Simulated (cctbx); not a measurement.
# Solving a structure by charge flipping

Cell a = 4.2350 Å, b = 4.2350 Å, c = 10.6780 Å, α = 90.00°, β = 90.00°, γ = 90.00°; space group I4/mmm (no. 139); content Eu2 Ga4 Si4.

Simulated single-crystal data (cctbx): Mo Kα, λ = 0.71073 Å, to d = 0.77 Å, 70 % of the full sphere, strongest reflection 40000 counts, noise from counting, a 6 % proportional error and a noise floor of 8 counts (s.d.); no absorption, and some extinction, which the refinements don't model.

1 earlier start (other random phases, and plain and normalised amplitudes in turn) led nowhere (symmetry correlation 0.88).

Charge flipping in P1 on plain amplitudes to 0.77 Å, δ = 1.1 σ, 30 % of the reflections treated as weak, 450 cycles:

```text
cycle      R  skewness
    0  0.527     0.47
   37  0.421     3.45
   74  0.277     4.79
  111  0.249     4.57
  148  0.260     4.61
  185  0.251     4.45
  222  0.257     4.73
  259  0.280     4.68
  296  0.259     4.76
  333  0.257     4.43
  370  0.252     4.67
  407  0.264     4.61
  444  0.259     4.55
origin shift          correlation  skewness
 0.133  0.198  0.486      0.908      4.07
 0.133  0.692  0.479      0.908      4.22
 0.135  0.192  0.229      0.908      5.79
 0.134  0.694  0.230      0.889      3.53
taken: symmetry correlation 0.908, skewness 5.79
peak      x       y       z  mult  height/sigma
Q1    0.0000  0.0000  0.5000    2     17.5
Q2    0.0000  0.5000  0.2500    4     11.1
Q3    0.0000  0.0000  0.0000    2      4.6
Q4    0.0000  0.0000  0.1272    4      3.2
Q5    0.0000  0.3834  0.0583   16      1.8
Q6    0.0000  0.2217  0.4276   16      1.5
Q7    0.0000  0.5000  0.1330    8      1.4
Q8    0.1796  0.1796  0.5000    8      1.2
```

The origin is taken among those within 0.04 of the best correlation, by the skewness of the map.

It took 0.38 s on 1 thread of Arm Neoverse V2 (shared host), peak memory 0.07 GiB.

**Question.** Which peaks are atoms, and which elements?

Heights go roughly as Z and multiplicities must add up to the content. First model: Q1 = Eu1 (2 in the cell, height 17.5), Q2 = Ga1 (4 in the cell, height 11.1) and Q4 = Si1 (4 in the cell, height 3.2). Against the true structure, Q1 is Eu, Q2 is Ga and Q4 is Si; the other peaks are not atoms.

Least squares on F², isotropic:

```text
Rint 0.046, 85 unique reflections to 0.77 A
cycle     R1     wR2    GooF  max shift (A)
   1  0.1444  0.3291  12.456   0.04931
   2  0.0105  0.0273   1.032   0.00000
final R1 0.0105 wR2 0.0273 GooF 1.032  parameters 4  data/parameter 21.2
atom        x        y        z      Ueq    occ   su(xyz)  su(Uiso or U11)
Eu1    0.00000  0.00000  0.50000   0.0030  1.000  0.00000  0.0002
Ga1    0.00000  0.50000  0.25000   0.0059  1.000  0.00000  0.0002
Si1    0.00000  0.00000  0.13182   0.0049  1.000  0.00014  0.0003
difference map: max 0.85 min -0.85 rms 0.17
Q1    0.0000  0.0000  0.3106    4    0.86  1.91 A from Si1
Q2    0.0000  0.5000  0.0000    4    0.85  2.12 A from Eu1
Q3    0.0000  0.5000  0.0726    8    0.44  1.89 A from Ga1
Q4    0.0000  0.2010  0.3986   16    0.39  1.38 A from Eu1
Q5    0.0000  0.2656  0.0000    8    0.38  1.80 A from Si1
```

Anisotropic refinement:

```text
Rint 0.046, 85 unique reflections to 0.77 A
cycle     R1     wR2    GooF  max shift (A)
   1  0.0105  0.0273   1.052   0.00053
   2  0.0093  0.0255   0.985   0.00000
final R1 0.0093 wR2 0.0255 GooF 0.985  parameters 7  data/parameter 12.1
atom        x        y        z      Ueq    occ   su(xyz)  su(Uiso or U11)
Eu1    0.00000  0.00000  0.50000   0.0030  1.000  0.00000  0.0002
Ga1    0.00000  0.50000  0.25000   0.0058  1.000  0.00000  0.0002
Si1    0.00000  0.00000  0.13187   0.0048  1.000  0.00013  0.0003
difference map: max 0.83 min -0.76 rms 0.15
Q1    0.0000  0.5000  0.0000    4    0.83  2.12 A from Eu1
Q2    0.0000  0.0000  0.3085    4    0.79  1.89 A from Si1
Q3    0.0000  0.2000  0.3951   16    0.40  1.40 A from Eu1
Q4    0.0000  0.5000  0.0653    8    0.40  1.97 A from Ga1
Q5    0.0000  0.2547  0.0000    8    0.36  1.77 A from Si1
Q6    0.0000  0.3188  0.1251   16    0.33  1.35 A from Si1
```

**Reading.** The refinement ends at R1 = 0.0093, wR2 = 0.0255, GooF = 0.98, with difference density between -0.76 and 0.83 e/Å³. Every site matches the true model in element, within 0.001 Å r.m.s., up to an allowed shift of origin.

True model:

```csv
atom,mult.,x,y,z,Ueq (Å²)
Eu1,2,0,0,0,0.0028
Ga1,4,1/2,0,1/4,0.0055
Si1,4,0,0,0.3681,0.0049
```

This is a model crystal, built by substitution and not relaxed, with assumed displacement parameters.

[Middle refinement cycles are left out of these outputs.]

[Logs are printed without paths, hosts, clocks, repeated set-up lines and the standing remarks that a program may print on its own settings, such as how far it seeks lower states.]
